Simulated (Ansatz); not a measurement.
# CsH (model cell, started as zinc blende): phonons and vibrational spectra, part 2 of 3

Task: relax CsH (model cell, started as zinc blende), then find its harmonic phonons.

Ansatz 0.2.0; DFT PBE, scalar-relativistic, plane waves, PAW.

So far. Step 3 (Relaxation): Little changed from the start: no atom moved by 0.005 Å and no cell edge by 0.1 %. The relaxed cell has a = 6.991 Å (conventional setting).

The structure was built from a prototype and need not be the compound's stable phase.

### 4. Tight relaxation

Phonons need a cell at rest on their own settings, so the relaxation is repeated with tight tolerances on forces and stress, using the mesh and the filling of the phonon run that follows.

The input, input.yaml:

```yaml
crystal:
  lattice:
    - [0.0, 3.495257788, 3.495257788]
    - [3.495257788, 0.0, 3.495257788]
    - [3.495257788, 3.495257788, 0.0]
  atoms:
    - { symbol: Cs, position: [0.0, 0.0, 0.0] }
    - { symbol: H, position: [0.25, 0.25, 0.25] }
kpoints:
  mp_grid: { grid: [8, 8, 8] }
hamiltonian:
  xc: pbe
scf:
  occupations: { method: fixed }
output:
  forces: true
  stress: true
  eigenvalues: true
  write_density: true
  write_potential: true
  elf: true
  volumetric_format: npy
relax:
  adjacent_minimum: "off"
  f_tol: 0.001
  max_steps: 60
  cell: { stress_tol: 0.01 }
```

The run is started by

```console
ansatz run input.yaml --threads 4 --pin off --max-ram 7168MiB --backend cpu --events-out ev --progress --plain --runs-dir out
```

Numbers of over 12 decimals in the logs are rounded to 6 here.

Output:

```text
[...]
Crystal: 2 atoms, lattice volume = 85.402 Å³
Basis set: ecut = 420 eV, 1687 PW (Γ), exchange–correlation on 72×72×72 points (8 copies of the dense FFT grid, shifted against one another)
Bands: 9, of which v1, the nominal top of the filled ones, is band 5 counted from 1 (4 counted from 0)
Symmetry: 24 space group operations
[...]
k-points: 29 of 512 (time reversal used)
[...]
-0.000000       0.000000       0.000546
  P = ⅓ Tr σ = 0.0005 GPa (0.005 kbar)
--- Band table (eV; the first three rows and the last of 29) ---
[...]
--- Relaxed structure (3 steps of the walk, 3 accepted, 1 SCFs on fresh bases) ---
[...]
cell:  # Å, volume = 85.7564 Å³
    - [0, 3.500087, 3.500087]
    - [3.500087, 0, 3.500087]
    - [3.500087, 3.500087, 0]
  atoms:
    - { symbol: Cs, position: [0, 0, 0] }
    - { symbol: H, position: [0.25, 0.25, 0.25] }
[key lines of the parts left out:]
SCF converged after 5 iterations
Free energy (F): -5686.848422 eV
Fermi energy:    1.399469 eV
```

Run time: 3.4 s. Hardware: 4 threads of Intel Xeon Platinum 8375C at 2.90GHz (Ice Lake), shared host; peak memory 0.46 GiB.

The steps of the relaxation:

```csv
step,energy less that of the first step (eV),largest force component (eV/Å),pressure (GPa),volume (Å³)
1,0.0000,0.0000,0.03,85.40
2,0.0000,0.0000,0.02,85.54
3,0.0000,0.0000,0.00,85.76
4*,0.0000,0.0000,0.00,85.76
```

Relaxation steps marked * repeat the geometry before them on a plane-wave basis chosen anew for their cell, so energy and pressure can jump there.

The run keeps the 24 symmetry operations that it works with, so distortions that break them were not tested.

```csv
"conventional cell, symmetrised",before,after,change
a (Å),6.991,7.000,+0.1 %
b (Å),6.991,7.000,+0.1 %
c (Å),6.991,7.000,+0.1 %
volume (Å³/atom),42.70,42.88,+0.4 %
```

Final coordinates:

```
Cs H
1.0
     0.00000    3.50009    3.50009
     3.50009    0.00000    3.50009
     3.50009    3.50009    0.00000
Cs H
1 1
Direct
  0.00000 0.00000 0.00000
  0.25000 0.25000 0.25000
```

This step gave:

- pressure: 5.46e-4 GPa
- gap on the k-mesh: 2.873 eV
- volume per atom: 42.88 Å³
- direct gap on mesh: 2.911 eV

Electrostatic potential energy in the ac plane of a cell with a along [110], b along [-110] and c along [001] of the cube at fractional y = 0.000, with atoms of Cs and H within 0.2 Å of it. With pseudopotentials it is smooth inside the atoms' cores, unlike the true potential.

Values in eV, 10 rows by 16 columns, each cell a mean:
```
-22 -16   2   6   6   3 -10 -22 -22 -16   2   6   6   3 -10 -22
 -9  -1   5   4   3   6   1  -7  -9  -1   5   4   3   6   1  -7
  3   5   6  -6 -13   6   5   4   3   5   6  -6 -13   6   5   4
  5   6   7   6   6   7   6   5   5   6   7   6   6   7   6   5
  5   5   6   6   6   6   5   5   5   5   6   6   6   6   5   5
  5   5   5   5   5   5   5   5   5   5   5   5   5   5   5   5
  5   5   4   4   4   4   5   5   5   5   4   4   4   4   5   5
  2   3   4   4   4   4   3   2   2   3   4   4   4   4   3   2
-15  -5   2   4   4   3  -2 -13 -15  -5   2   4   4   3  -2 -13
-21 -18   0   4   5   2 -13 -22 -21 -18   0   4   5   2 -13 -22
```
Columns run along a (9.9 Å; values clipped at the 3rd and 97th percentile), rows up along c (7.0 Å), edges of the conventional cell, whose origin can differ from the input's. Atoms in or near the plane, at fractional coordinates: Cs at (0.50, 0.00), Cs at (0.00, 0.00), H at (0.75, 0.75), H at (0.25, 0.75).

Valence density in the ac plane of a cell with a along [110], b along [-110] and c along [001] of the cube at fractional y = 0.000, with atoms of Cs and H within 0.2 Å of it. It is the smooth field of the valence electrons, not physical close to the nuclei.

Ten even steps from '0' (0.0 e/Å³) to '9' (1.3 e/Å³), each cell a mean:
```
3673000000157436730000001574
7741000000136877410000001368
5420001110013454200011100134
1100013421000111000134210001
0000027931000000000279310000
0000013521000000000135210000
0000001110000000000011100000
0000000000000000000000000000
0000000000000000000000000000
0000000000000000000000000000
0000000000000000000000000000
0000000000000000000000000000
0000000000000000000000000000
0000000000000000000000000000
0000000000000000000000000000
2210000000001222100000000012
7631000000025776310000000257
6862000000148768620000001487
1673000000157316730000001573
```
Columns run along a (9.9 Å), rows up along c (7.0 Å), edges of the conventional cell, whose origin can differ from the input's. Atoms in or near the plane, at fractional coordinates: Cs at (0.50, 0.00), Cs at (0.00, 0.00), H at (0.75, 0.75), H at (0.25, 0.75).

ELF in the ac plane of a cell with a along [110], b along [-110] and c along [001] of the cube at fractional y = 0.000, with atoms of Cs and H within 0.2 Å of it. It is the smooth field of the valence electrons, not physical close to the nuclei.

Ten even steps from '_' (0.00) to '@' (1.00), each cell a mean:
```
..++%%##--__::--....++%%##::..++%%##--__::--....++%%##::
##%%%%++..::**%%==..--##%%####%%%%++..::**%%==..--##%%##
%%%%**::..**@@@@%%--..==##%%%%%%**::..**@@@@%%--..==##%%
**++::..++@@@@@@@@##::..--****++::..++@@@@@@@@##::..--**
::..__::%%@@@@@@@@@@++..__..::..__::%%@@@@@@@@@@++..__..
____..++@@@@@@@@@@@@%%::________..++@@@@@@@@@@@@%%::____
____..**@@@@@@@@@@@@%%--________..**@@@@@@@@@@@@%%--____
____..==**##%%%%%%##++::________..==**##%%%%%%##++::____
________..::------::..______________..::------::..______
________________________________________________________
________________________________________________________
________________________________________________________
________________________________________________________
________________________________________________________
==--::..______________::--====--::..______________::--==
%%##**==..________..--++##%%%%##**==..________..--++##%%
%%%%%%##==________::**%%%%%%%%%%%%##==________::**%%%%%%
==##%%%%++..______::##%%%%++==##%%%%++..______::##%%%%++
__==%%%%==________::##%%##..__==%%%%==________::##%%##..
```
Columns run along a (9.9 Å), rows up along c (7.0 Å), edges of the conventional cell, whose origin can differ from the input's. Atoms in or near the plane, at fractional coordinates: Cs at (0.50, 0.00), Cs at (0.00, 0.00), H at (0.75, 0.75), H at (0.25, 0.75).

The forces vanish by symmetry and the pressure is 0.001 GPa, within the tolerances set. The cell now holds 42.88 Å³/atom.

### 5. Linear response at the zone centre

The zone centre comes first: it holds the modes that light can see, as far as symmetry allows. The response to a homogeneous field gives the Born charges and the dielectric tensor, and its change with displacement the Raman tensors.

input.yaml, the sections that differ from step 4:

```yaml
crystal:
  lattice:
    - [0.0, 3.500086908, 3.500086908]
    - [3.500086908, 0.0, 3.500086908]
    - [3.500086908, 3.500086908, 0.0]
  atoms:
    - { symbol: Cs, position: [0.0, 0.0, 0.0] }
    - { symbol: H, position: [0.25, 0.25, 0.25] }
output:
  eigenvalues: true
phonons:
  method: dfpt
  dielectric: true
  rigid_motions: translations
  raman: true
# kpoints, hamiltonian, scf: as in step 4
# relax: removed
```

Output:

```text
[...]
Crystal: 2 atoms, lattice volume = 85.756 Å³
Basis set: ecut = 420 eV, 1687 PW (Γ), exchange–correlation on 72×72×72 points (8 copies of the dense FFT grid, shifted against one another)
Bands: 9, of which v1, the nominal top of the filled ones, is band 5 counted from 1 (4 counted from 0)
Symmetry: 24 space group operations
k-points: 95 of 512 (irreducible under 4 space group operations, time reversal used)
[...]
SCF iter   1: F=—  HF=-5686.847168 eV  |F-HF|=—  |Δ(HF+E_count)|=         —  Δρ=1.07e-3  dr2=1.68e-3  ethr=1.77e-3  ⟨swp⟩=4.4  Hψ=5485  notcnv=0  defer=176
[...]
SCF iter   6: F=-5686.848422 eV  HF=-5686.848422 eV  |F-HF|=4.44e-10  |Δ(HF+E_count)|=   9.87e-8  Δρ=4.05e-7  dr2=8.64e-11  ethr=1.00e-12  ⟨swp⟩=8.6  Hψ=6906  notcnv=0
SCF 1 converged in 6 iterations: F = -5686.848422 eV  dr2 = 8.64e-11
[...]
DFPT response loops at Γ: preconditioner auto → none (the input reference at scf.mixing.eps_inf says where Resta's filter doesn't serve); β = 0.50; Broyden in place of MSR1
── the response to a field inside a basis, on 8×8×8 k-points: an SCF that follows is theirs, and a resumed run solves both again ──
Bands: 6, of which v1, the nominal top of the filled ones, is band 5 counted from 1 (4 counted from 0)
k-points: 60 of 512 (irreducible under 6 space group operations, time reversal used)
[...]
Eigensolver: Dense (60 Hₖ)
SCF iter   1: F=—  HF=-5686.848282 eV  |F-HF|=—  |Δ(HF+E_count)|=         —  Δρ=1.32e-4  dr2=2.49e-6  ethr=1.00e-1
[...]
SCF iter   5: F=-5686.848288 eV  HF=-5686.848288 eV  |F-HF|=2.73e-12  |Δ(HF+E_count)|=  1.89e-10  Δρ=8.95e-8  dr2=5.79e-12  ethr=1.63e-12
SCF 1 converged in 5 iterations: F = -5686.848288 eV  dr2 = 5.79e-12
[...]
SCF converged after 6 iterations
Free energy (F): -5686.848422 eV
[...]
Internal energy: -5686.848422 eV  (E = F + TS)
E sigma→0 (E₀):  -5686.848422 eV
Fermi energy:    1.399463 eV
[...]
--- Band table (eV; the first three rows and the last of 95) ---
[...]
--- Phonons (Γ-DFPT): 2 representative perturbations + reference, on 95 of 512 k-points (Σ response iterations 8) ---
  k mesh reduced under 4 symmetry operations, with k and −k counted as one. Each operation leaves every solved perturbation unchanged. A smaller set is not considered because the run solves the response to a homogeneous field
  ASR residual: 2.329e-4 → 0.000e0 eV/Å²; symmetrization residual: 5.092e-8 eV/Å²
  ASR residual per site (eV/Å²): 2.33e-4 8.96e-5
  Γ frequencies (cm⁻¹): 0.00 0.00 0.00 454.89 454.89 454.89
  ε∞ (high-frequency dielectric tensor):
        2.504926     0.000000     0.000000
       -0.000000     2.504926     0.000000
        0.000000     0.000000     2.504926
  ε⁰ (static dielectric tensor: ions relaxed, cell fixed):
        5.293305     0.000000    -0.000000
       -0.000000     5.293305    -0.000000
       -0.000000    -0.000000     5.293305
  ε⁰ − ε∞ (ionic part):
        2.788379     0.000000    -0.000000
        0.000000     2.788379    -0.000000
       -0.000000    -0.000000     2.788379
  softest optical mode at Γ: 454.89 cm⁻¹; the repairs (sum rule, projections) moved no ω² at Γ by more than (4.93 cm⁻¹)²
  Born effective charges Z* (e; rows j = field, columns β = displacement):
    site 0:
         1.00299    0.00000   -0.00000
        -0.00000    1.00299    0.00000
        -0.00000   -0.00000    1.00299
    site 1:
        -1.00299   -0.00000    0.00000
         0.00000   -1.00299   -0.00000
         0.00000    0.00000   -1.00299
  Z* charge neutrality: 6.827e-5 e pre-enforcement
  k-mesh period / interband length: 39.6 Å / 1.12 Å = 35.35 at k = (0.1250, 0.2500, 0.3750), direct gap 3.595 eV — 14 or more, which is no proof of convergence
  Raman tensors (in the event stream and the table raman_tensors.tsv): an entry may err by 7.7e-4 Å², one of the second-order susceptibility by 9.8e-3 pm/V (basis, points and sum rule); their sum over the sites missed zero by 7.388e-5 Å² ahead of its enforcement
  optical modes at Γ without the LO–TO term, one row a degenerate level:
      ω (cm⁻¹)  modes    IR ((D/Å)²/amu)  static Raman (Å⁴/amu)  depolarisation
        454.89      3            69.5981               305.7873           0.750
  optical modes at Γ + LO–TO along q̂ = [1.0000, 0.0000, 0.0000]:
      ω (cm⁻¹)  modes    IR ((D/Å)²/amu)  static Raman (Å⁴/amu)  depolarisation
        454.89      2            46.3987               203.8582           0.750
        661.26      1            23.1994                22.5508           0.750
  optical modes at Γ + LO–TO along q̂ = [0.0000, 1.0000, 0.0000]:
      ω (cm⁻¹)  modes    IR ((D/Å)²/amu)  static Raman (Å⁴/amu)  depolarisation
        454.89      2            46.3987               203.8582           0.750
        661.26      1            23.1994                22.5508           0.750
  optical modes at Γ + LO–TO along q̂ = [0.0000, 0.0000, 1.0000]:
      ω (cm⁻¹)  modes    IR ((D/Å)²/amu)  static Raman (Å⁴/amu)  depolarisation
        454.89      2            46.3987               203.8582           0.750
        661.26      1            23.1994                22.5508           0.750
```

Run time: 30 s. Hardware: 4 threads; peak memory 0.86 GiB; 1.9 min of CPU time.

Reading the cycles: dr2 is the Hartree energy of the density residual (eV), the measure of convergence; HF is the Harris–Foulkes estimate of the energy, which meets the free energy F at convergence.

This step gave:

```yaml
sum_rule_residual_before_enforcement: 2.33e-4 eV/Å²
miss_of_the_charge_sum_rule: 6.83e-5 e
point_group: -43m
highest_optical_mode_at_the_zone_centre_no_lo_to_term: 454.9 cm⁻¹
lowest_optical_zone_centre_mode: 454.9 cm⁻¹
mean_high_frequency_dielectric_constant: 2.505
largest_born_charge_third_of_the_trace: 1.003 e
mean_static_dielectric_constant: 5.293
top_of_the_zone_centre_spectrum_with_the_field: 661.3 cm⁻¹
```

Without the LO-TO term. Patterns of degenerate modes are one choice out of their space. The modes at Γ (shares of kinetic energy by element, %):

```csv
mode,frequency (cm⁻¹),symmetry,Cs %,H %
1,0.0,acoustic,99,1
2,0.0,acoustic,99,1
3,0.0,acoustic,99,1
4,454.9,T2,1,99
5,454.9,T2,1,99
6,454.9,T2,1,99
```

Displacements in mode 4 (454.9 cm⁻¹), the largest set to 1:
```
Cs1  0.00 -0.01  0.00
H2  -0.02  1.00  0.00
```

Optical modes at the zone centre, without and with the macroscopic field of the longitudinal modes; each column is sorted by frequency, so a row need not hold one and the same mode. Modes with and without the field, by row:

```csv
rank among optical modes,no field (cm⁻¹),"q along (1, 0, 0) (cm⁻¹)"
1,454.9,454.9
2,454.9,454.9
3,454.9,661.3
```

Born charge (rows field, columns displacement) (e), principal values of the symmetric part by kind of site:

```csv
atom,atoms with these values,low,middle,high,mean
Cs1,1,1.00,1.00,1.00,1.00
H2,1,-1.00,-1.00,-1.00,-1.00
```

In full for Cs1:

```
1.00 0.00 0.00
0.00 1.00 0.00
0.00 0.00 1.00
```

High-frequency dielectric tensor:

```
2.50 0.00 0.00
0.00 2.50 0.00
0.00 0.00 2.50
```

Static dielectric tensor (ions relaxed, fixed cell):

```
5.29 0.00 0.00
0.00 5.29 0.00
0.00 0.00 5.29
```

Transverse modes. Infrared lines, with heights relative to the strongest:

```csv
position (cm⁻¹),label,relative intensity
455,T2,100
```

Activity x (w_L - w)^4 (n + 1)/w, 532 nm, 300 K; modes without the macroscopic field alone. Lines of the Raman spectrum (strongest = 100):

```csv
position (cm⁻¹),label,relative intensity
455,T2,100
```

Static second-order susceptibility (pm/V), twice the coefficient d of second-harmonic generation. Second order susceptibility, by row:

```csv
field along,xx,yy,zz,yz,xz,xy
x,0,0,0,28.1,0,0
y,0,0,0,0,28.1,0
z,0,0,0,0,0,28.1
```

Before it was imposed, the acoustic sum rule was missed by 2.3e-4 eV/Å² and the charge sum rule by 6.8e-5 e. Small misses are needed for a sound result but don't prove that mesh and cutoff are converged. The lowest optical mode is real, 455 cm⁻¹.

[end of part 2 of 3]

[Logs are printed without paths, hosts, clocks, repeated set-up lines and the standing remarks that a program may print on its own settings, such as how far it seeks lower states.]

[Hosts, paths, dates, database ids (printed as entryN), source tags and the programs' standing remarks are cut or masked in the printed files.]
